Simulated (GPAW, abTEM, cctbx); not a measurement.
## AlTl2: the scripts behind a bonding study

Short scripts, each with its output. The cell comes from substitution in a known structure type and wasn't matched to any measured phase.

## Step 1: Relax the structure

```text
cell
1.0
     0.000000000   -3.606000000    0.000000000
     3.606000000    0.000000000    0.000000000
    -1.803000000    1.803000000    5.345000000
Tl Al
2 1
Direct
0.684000000 0.684000000 0.368000000
0.316000000 0.316000000 0.632000000
0.000000000 0.000000000 0.000000000
```

```python
from ase.constraints import FixSymmetry
from ase.filters import FrechetCellFilter
from ase.io import read, write
from ase.optimize import BFGS
from ase.parallel import parprint
from gpaw import GPAW, PW, FermiDirac

atoms = read("start.vasp")
atoms.set_constraint(FixSymmetry(atoms))
atoms.calc = GPAW(mode=PW(570), xc="PBE", kpts={"size": (6, 6, 6), "gamma": True},
                 occupations=FermiDirac(0.1), maxiter=120, symmetry={"tolerance": 1e-5}, txt="relax.txt")
BFGS(FrechetCellFilter(atoms), maxstep=0.15).run(fmax=0.03, steps=40)
parprint("cell  %.4f %.4f %.4f  %.2f %.2f %.2f" % tuple(atoms.cell.cellpar()))
parprint("volume %.3f A^3, largest force %.3f eV/A, largest stress %.2f GPa" % (atoms.get_volume(), abs(atoms.get_forces()).max(), 160.218 * abs(atoms.get_stress()).max()))
atoms.set_constraint()
write("relaxed.vasp", atoms, direct=True)
```

```console
$ OMP_NUM_THREADS=1 mpirun -n 4 gpaw python run.py > gpaw.log
```

```text
gpts.py:43: UserWarning: Initial realspace grid (20,20,35) inconsistent with symmetries.
gpts.py:43: UserWarning: Initial realspace grid (20,20,35) inconsistent with symmetries.
gpts.py:43: UserWarning: Initial realspace grid (20,20,35) inconsistent with symmetries.
gpts.py:43: UserWarning: Initial realspace grid (20,20,35) inconsistent with symmetries.
gpts.py:70: UserWarning: Using symmetrized grid: (35,35,35).
gpts.py:70: UserWarning: Using symmetrized grid: (35,35,35).
gpts.py:70: UserWarning: Using symmetrized grid: (35,35,35).
gpts.py:70: UserWarning: Using symmetrized grid: (35,35,35).
            Step        Energy          fmax
BFGS:    0       -7.336144        1.983754
gpts.py:43: UserWarning: Initial realspace grid (21,21,35) inconsistent with symmetries.
gpts.py:43: UserWarning: Initial realspace grid (21,21,35) inconsistent with symmetries.
gpts.py:43: UserWarning: Initial realspace grid (21,21,35) inconsistent with symmetries.
gpts.py:43: UserWarning: Initial realspace grid (21,21,35) inconsistent with symmetries.
BFGS:    1       -7.533676        1.670902
BFGS:    2       -8.017478        0.649158
gpts.py:43: UserWarning: Initial realspace grid (24,24,35) inconsistent with symmetries.
gpts.py:43: UserWarning: Initial realspace grid (24,24,35) inconsistent with symmetries.
gpts.py:43: UserWarning: Initial realspace grid (24,24,35) inconsistent with symmetries.
gpts.py:43: UserWarning: Initial realspace grid (24,24,35) inconsistent with symmetries.
BFGS:    3       -8.083778        0.393069
BFGS:    4       -8.102675        0.234948
BFGS:    5       -8.107575        0.248805
BFGS:    6       -8.114632        0.253106
BFGS:    7       -8.122112        0.197016
BFGS:    8       -8.127695        0.097334
BFGS:    9       -8.129574        0.140141
BFGS:   10       -8.129936        0.139320
BFGS:   11       -8.131225        0.125839
BFGS:   12       -8.133043        0.096214
BFGS:   13       -8.135578        0.058146
BFGS:   14       -8.136791        0.028624
cell  3.7414 3.7414 6.3091  107.25 107.25 90.00
volume 80.177 A^3, largest force 0.027 eV/A, largest stress 0.06 GPa
```

Time: 2.5 min on 4 cores of Intel(R) Xeon(R) Platinum 8488C (Sapphire Rapids) (shared host), peak memory 1.1 GiB.

## Step 2: Build the all-electron density and subtract free atoms

```text
cell
1.0
     0.000000000   -3.741419400    0.000000000
     3.741419400    0.000000000    0.000000000
    -1.870709700    1.870709700    5.727660875
Tl Al
2 1
Direct
0.653938100 0.653938100 0.307876200
0.346061900 0.346061900 0.692123800
0.000000000 0.000000000 0.000000000
```

```python
import numpy as np
from ase.io import read
from ase.units import Bohr
from gpaw import GPAW, PW, FermiDirac
from gpaw.calculator import GPAW as OldGPAW
from gpaw.mpi import serial_comm, world
from scipy.special import erfc
from scipy.spatial import cKDTree

atoms = read("cell.vasp")
atoms.calc = GPAW(mode=PW(450), xc="PBE", kpts={"size": (7, 7, 7), "gamma": True},
                 occupations=FermiDirac(0.1), maxiter=120, symmetry={"tolerance": 1e-5}, txt="scf.txt")
atoms.get_potential_energy()
rho = atoms.calc.get_all_electron_density(gridrefinement=2)
moments = atoms.get_magnetic_moments() if atoms.calc.get_number_of_spins() == 2 else np.zeros(len(atoms))
total = atoms.get_magnetic_moment() if moments.any() else 0.0
if world.rank == 0:
    free = OldGPAW(mode=PW(450), xc="PBE", txt=None, communicator=serial_comm)
    neutral = atoms.copy()
    neutral.set_initial_magnetic_moments(None)
    free.initialize(neutral)
    free.set_positions(neutral)
    drho = rho - free.get_all_electron_density(gridrefinement=2)
    # GPAW starts from confined atoms: exchange their smooth part for that of the datasets' free atoms
    h = np.stack(np.meshgrid(*[np.fft.fftfreq(n, 1 / n) for n in drho.shape], indexing="ij"), -1)
    gabs = np.linalg.norm(h @ atoms.cell.reciprocal(), axis=-1)
    tails = np.fft.fftn(free.get_pseudo_density(gridrefinement=2))
    g, form, v0 = np.linspace(0, gabs.max(), 1500), {}, 0
    for e in set(atoms.symbols):
        idx = atoms.symbols.search(e)
        d = free.setups[idx[0]].data
        r, w = d.rgd.r_g * Bohr, d.rgd.r_g**2 * d.rgd.dr_g
        j0 = np.sinc(2 * g[:, None] * r)
        smooth = sum(f * p**2 for f, p in zip(d.f_j, d.phit_jg)) + np.sqrt(4 * np.pi) * d.nct_g
        full = sum(f * p**2 for f, p in zip(d.f_j, d.phi_jg)) + np.sqrt(4 * np.pi) * d.nc_g
        phase = sum(np.exp(-2j * np.pi * h @ s) for s in atoms.get_scaled_positions()[idx])
        tails -= np.interp(gabs, g, j0 @ (smooth * w)) * phase * drho.size / atoms.get_volume()
        form[e] = j0 @ (full * w)
        v0 += 2 * np.pi / 3 * 14.3996 * (full * w * r**2).sum() * len(idx)  # V A^3
    tails *= 0.5 * erfc((gabs - 1.8) / 0.25)  # the tails differ at long wavelengths alone
    drho += np.fft.ifftn(tails).real  # crystal minus superposed spherical free atoms
    np.save("drho.npy", drho)
    dv = atoms.get_volume() / drho.size
    print("grid", drho.shape, " electrons %.3f" % (rho.sum() * dv), " moved by bonding %.3f e" % (abs(drho).sum() * dv / 2))
    pts = np.indices(drho.shape).reshape(3, -1).T / drho.shape @ atoms.cell
    shifts = (np.indices((3, 3, 3)).reshape(3, -1).T - 1) @ atoms.cell
    images = (atoms.positions[None] + shifts[:, None]).reshape(-1, 3)
    dist, idx = cKDTree(images).query(pts, k=4)
    out = drho.ravel()[dist[:, 0] > 0.5]
    print("deformation density beyond 0.5 A of the nuclei: max %.3f, min %.3f e/A^3" % (out.max(), out.min()))
    tie = dist < dist[:, :1] + 1e-4
    q = -np.bincount((idx % len(atoms))[tie], (drho.ravel()[:, None] / tie.sum(1, keepdims=True) * tie)[tie], len(atoms)) * dv
    print("atom        x       y       z   Voronoi charge  moment")
    for a, s, c, m in zip(atoms, atoms.get_scaled_positions(), q, moments):
        print("%-2s%-3d %7.4f %7.4f %7.4f %10.3f %10.2f" % (a.symbol, a.index + 1, *s, c, m))
    np.savez("free.npz", g=g, **form)
    print("mean inner potential of superposed free atoms %.3f V" % (v0 / atoms.get_volume()))
    print("total magnetic moment %.3f muB" % total)
```

```console
$ OMP_NUM_THREADS=1 mpirun -n 4 gpaw python run.py > gpaw.log
```

```text
gpts.py:43: UserWarning: Initial realspace grid (20,20,32) inconsistent with symmetries.
gpts.py:43: UserWarning: Initial realspace grid (20,20,32) inconsistent with symmetries.
gpts.py:43: UserWarning: Initial realspace grid (20,20,32) inconsistent with symmetries.
gpts.py:43: UserWarning: Initial realspace grid (20,20,32) inconsistent with symmetries.
gpts.py:70: UserWarning: Using symmetrized grid: (32,32,32).
gpts.py:70: UserWarning: Using symmetrized grid: (32,32,32).
gpts.py:70: UserWarning: Using symmetrized grid: (32,32,32).
gpts.py:70: UserWarning: Using symmetrized grid: (32,32,32).
grid (64, 64, 64)  electrons 175.000  moved by bonding 0.323 e
deformation density beyond 0.5 A of the nuclei: max 0.017, min -0.033 e/A^3
atom        x       y       z   Voronoi charge  moment
Tl1    0.6539  0.6539  0.3079      0.016       0.00
Tl2    0.3461  0.3461  0.6921      0.016       0.00
Al3    0.0000  0.0000  0.0000     -0.032       0.00
mean inner potential of superposed free atoms 18.495 V
total magnetic moment 0.000 muB
```

Time: 12 s.

## Step 3: Fourier-transform the difference

```python
from cctbx import adptbx, crystal, miller, xray
from cctbx.eltbx import tiny_pse
import numpy as np

cs = crystal.symmetry(unit_cell=(3.7414, 3.7414, 11.4553, 90, 90, 90), space_group_symbol='Hall: -I 4 2')  # I4/mmm
atoms = [  # label, site, U (iso, or U11 U22 U33 U12 U13 U23 in A^2), occupancy
    ("Tl1", (0.5, 0.5, 0.15394), 0.0000, 1),
    ("Al1", (0, 0, 0), 0.0000, 1),
]
xs = xray.structure(crystal_symmetry=cs)
for label, site, u, occ in atoms:
    u = adptbx.u_cif_as_u_star(cs.unit_cell(), u) if isinstance(u, tuple) else u
    xs.add_scatterer(xray.scatterer(label, site=site, u=u, occupancy=occ))
xs.scattering_type_registry(table="wk1995")
drho = np.load("drho.npy")
T = np.array([[0, 1, 0], [-1, 0, 0], [1, 1, 2]])  # conventional axes in terms of the primitive ones
dF = np.fft.ifftn(drho) * 160.35410  # electrons a conventional cell, indexed by primitive hkl
ms = miller.build_set(cs, anomalous_flag=False, d_min=0.9).sort("resolution")
iam = ms.structure_factors_from_scatterers(xs, algorithm="direct").f_calc()
p1 = xs.expand_to_p1()
z = np.array([tiny_pse.table(sc.scattering_type).atomic_number() for sc in p1.scatterers()])
x = np.array(p1.sites_frac())
free = np.load("free.npz")
print("static structure factors of the conventional cell: F in electrons, V (Mott-Bethe) in volts")
print("   h  k  l      d  |F| table  |F| free   |F| DFT   change   |V| free  |V| DFT  change %")
for h, d, table in list(zip(ms.indices(), ms.d_spacings().data(), iam.data()))[:16]:
    df = dF[tuple(np.rint(np.linalg.solve(T, h)).astype(int))]
    phase = np.exp(2j * np.pi * x @ h)
    f = sum(np.interp(1 / d, free["g"], free[sc.scattering_type]) * p for sc, p in zip(p1.scatterers(), phase))
    fz = (z * phase).sum()
    c = 14.3996 * d * d / (np.pi * cs.unit_cell().volume())
    v0, v1 = abs(fz - f) * c, abs(fz - f - df) * c
    print("%4d%3d%3d %7.4f %9.3f %9.3f %9.3f %8.3f %9.3f %8.3f %8s" % (h + (d, abs(table), abs(f), abs(f + df), abs(f + df) - abs(f), v0, v1, "%.1f" % (100 * (v1 / v0 - 1)) if v0 > 0.02 else "-")))
```

```console
$ python run.py
```

```text
static structure factors of the conventional cell: F in electrons, V (Mott-Bethe) in volts
   h  k  l      d  |F| table  |F| free   |F| DFT   change   |V| free  |V| DFT  change %
   0  0  2  5.7276    87.385    87.289    87.223   -0.066     1.838    1.900      3.3
   1  0  1  3.5565   146.726   146.622   146.579   -0.043     4.076    4.092      0.4
   0  0  4  2.8638   192.698   192.597   192.579   -0.018     5.489    5.493      0.1
   1  0  3  2.6724   290.283   290.210   289.862   -0.348    10.311   10.382      0.7
   1  1  0  2.6456   297.605   297.527   297.167   -0.360    10.498   10.570      0.7
   1  1  2  2.4017    78.921    78.871    78.960    0.089     1.711    1.697     -0.9
   1  0  5  1.9538    14.995    14.997    15.055    0.058     0.109    0.115      5.9
   1  1  4  1.9433   175.166   175.083   175.078   -0.005     4.418    4.418      0.0
   0  0  6  1.9092   243.278   243.136   242.952   -0.184     7.323    7.342      0.3
   2  0  0  1.8707   270.316   270.156   269.987   -0.169     7.987    8.004      0.2
   2  0  2  1.7783    72.587    72.568    72.609    0.041     1.508    1.504     -0.2
   2  1  1  1.6556   122.378   122.336   122.354    0.019     2.786    2.785     -0.1
   2  0  4  1.5662   162.624   162.562   162.582    0.020     3.747    3.746     -0.0
   1  1  6  1.5482   225.601   225.437   225.521    0.084     6.028    6.022     -0.1
   2  1  3  1.5325   244.593   244.418   244.512    0.094     6.465    6.459     -0.1
   1  0  7  1.4993   191.879   191.801   191.843    0.042     4.399    4.396     -0.1
```

Time: 0.26 s on 1 core of Intel(R) Xeon(R) Platinum 8488C (Sapphire Rapids) (shared host), peak memory 0.08 GiB.

## Step 4: Rock the beam across one reflection

```python
import abtem
import numpy as np
from ase.build import make_supercell
from ase.io import read

abtem.config.set({"dask.lazy": False, "fft": "fftw", "diagnostics.progress_bar": False})
M = [[-1, 0, 0], [1, 1, 2], [0, 1, 0]]  # rows: x, y and beam direction in the primitive cell's axes
unit = make_supercell(read("cell.vasp"), M)
unit.set_cell(list(unit.cell.lengths()) + [90, 90, 90], scale_atoms=True)
unit.positions[:, 2] += 0.9354  # keeps atomic planes off the slice boundaries
unit.wrap()
slab = unit * (1, 1, 136)
print(slab.get_chemical_formula(), "| box %.2f x %.2f x %.2f A" % tuple(slab.cell.lengths()))

# change of the potential by bonding, from the DFT deformation density (Poisson's equation term by term)
drho = np.load("drho.npy")
prim = read("cell.vasp")
h = np.stack(np.meshgrid(*[np.fft.fftfreq(n, 1 / n) for n in drho.shape], indexing="ij"), -1).reshape(-1, 3).astype(int)
g2 = ((h @ prim.cell.reciprocal()) ** 2).sum(1)
keep = (g2 > 0) & (g2 < 2.5**2)
shape = (84, 255, 22)
vg = np.zeros(shape, complex)
hm = h[keep] @ np.array(M).T
move = np.exp(-2j * np.pi * hm[:, 2] * (0.9354 / unit.cell[2, 2] - 0.5 / shape[2]))  # the same shift, sampled at mid-points
vg[tuple(hm.T % np.array(shape)[:, None])] = -14.3996 / np.pi * (np.fft.fftn(drho).ravel() / drho.size)[keep] / g2[keep] * move
dV = np.fft.ifftn(vg).real * vg.size
dV = dV.reshape(84, 255, 2, 11).mean(3) * unit.cell[2, 2] / 2  # V A, projected in each slice
dV = np.tile(dV.transpose(2, 0, 1), (136, 1, 1))


def build(atoms):
    p = abtem.Potential(atoms, gpts=(84, 255), slice_thickness=[slab.cell[2, 2] / 272] * 272,
                        parametrization="lobato", projection="infinite", exit_planes=68).build()
    p.array[:] += BONDING * dV
    return p


def potentials():
    yield build(slab)  # atoms at rest


for label, BONDING in (("IAM", 0.0), ("DFT", 1.0)):
    print("=====", label)
    potential = build(slab)
    print("grid", potential.gpts, "slices", potential.num_slices)
    thickness = potential.exit_thicknesses
    h = np.array(M) @ np.linalg.solve(np.array([[0, 1, 0], [-1, 0, 0], [1, 1, 2]]), [0, 0, 2])
    ix, iy = round(h[0]) * 1, round(h[1]) * 1
    gxy = h[:2] / unit.cell.lengths()[:2]
    along = gxy / np.hypot(*gxy)
    across = np.array([-along[1], along[0]])
    bragg = 500 * abtem.PlaneWave(energy=200000).wavelength * np.hypot(*gxy)
    print("Bragg angle %.3f mrad; beam tilted 55 mrad off the zone axis across the row" % bragg)
    print("dark-field intensity of 0 0 2 against tilt along the row, in Bragg angles")
    print("  t (A)" + "".join("%8.2f" % s for s in [0.2, 0.4, 0.6, 0.8, 1.0, 1.2, 1.4, 1.6, 1.8, 2.0, 2.2, 2.4, 2.6]))
    rows = []
    row = [(n * ix, n * iy) for n in range(-8, 9)]
    for s in [0.2, 0.4, 0.6, 0.8, 1.0, 1.2, 1.4, 1.6, 1.8, 2.0, 2.2, 2.4, 2.6]:
        tilt = -s * bragg * along + 55 * across
        dp = abtem.PlaneWave(energy=200000, tilt=tuple(tilt)).multislice(potential).diffraction_patterns(max_angle="valid").array
        rows.append(dp[:, dp.shape[1] // 2 + ix, dp.shape[2] // 2 + iy])
        if s == 1.0:
            cx, cy = dp.shape[1] // 2, dp.shape[2] // 2
            share = sum(dp[:, cx + i, cy + j] for i, j in row if abs(i) < cx and abs(j) < cy) / dp.sum(axis=(1, 2))
            total = dp.sum(axis=(1, 2))
    for t, a in list(zip(thickness, np.array(rows).T))[1:]:
        print("%7.1f" % t + "".join("%8.4f" % v for v in a))
    print("at the Bragg tilt, share in the row:", share[1:].round(3).tolist(), "total:", total[1:].round(3).tolist())
```

```console
$ python run.py
```

```text
Al272Tl544 | box 3.74 x 11.46 x 508.83 A
===== IAM
grid (84, 255) slices 272
Bragg angle 2.189 mrad; beam tilted 55 mrad off the zone axis across the row
dark-field intensity of 0 0 2 against tilt along the row, in Bragg angles
  t (A)    0.20    0.40    0.60    0.80    1.00    1.20    1.40    1.60    1.80    2.00    2.20    2.40    2.60
  127.2  0.0330  0.0349  0.0365  0.0376  0.0379  0.0376  0.0365  0.0349  0.0330  0.0309  0.0288  0.0267  0.0247
  254.4  0.1500  0.1484  0.1437  0.1404  0.1391  0.1404  0.1438  0.1484  0.1500  0.1455  0.1310  0.1070  0.0786
  381.6  0.1511  0.1115  0.0663  0.0233  0.0105  0.0234  0.0662  0.1114  0.1511  0.1789  0.1896  0.1805  0.1391
  508.8  0.1257  0.1206  0.0730  0.0211  0.0450  0.0208  0.0730  0.1206  0.1256  0.1086  0.0764  0.0815  0.0747
at the Bragg tilt, share in the row: [0.7129999995231628, 0.42399999499320984, 0.33799999952316284, 0.421999990940094] total: [0.9879999756813049, 0.972000002861023, 0.9520000219345093, 0.9330000281333923]
===== DFT
grid (84, 255) slices 272
Bragg angle 2.189 mrad; beam tilted 55 mrad off the zone axis across the row
dark-field intensity of 0 0 2 against tilt along the row, in Bragg angles
  t (A)    0.20    0.40    0.60    0.80    1.00    1.20    1.40    1.60    1.80    2.00    2.20    2.40    2.60
  127.2  0.0333  0.0352  0.0368  0.0378  0.0382  0.0378  0.0368  0.0352  0.0333  0.0313  0.0292  0.0271  0.0251
  254.4  0.1494  0.1477  0.1430  0.1395  0.1381  0.1395  0.1430  0.1477  0.1494  0.1451  0.1307  0.1068  0.0784
  381.6  0.1491  0.1108  0.0662  0.0233  0.0106  0.0234  0.0661  0.1107  0.1491  0.1754  0.1856  0.1775  0.1376
  508.8  0.1237  0.1207  0.0741  0.0237  0.0487  0.0235  0.0741  0.1207  0.1236  0.1056  0.0727  0.0770  0.0722
at the Bragg tilt, share in the row: [0.7129999995231628, 0.4230000078678131, 0.33799999952316284, 0.42500001192092896] total: [0.9879999756813049, 0.972000002861023, 0.9520000219345093, 0.9330000281333923]
```

Time: 16 s.

[Outputs are excerpts: Python notices, other lines and further rows are left out; steps that failed or that the build refused (PBEsol, TPSS) are not shown.]

[Logs are printed without paths, hosts, clocks, repeated set-up lines and the standing remarks that a program may print on its own settings, such as how far it seeks lower states.]
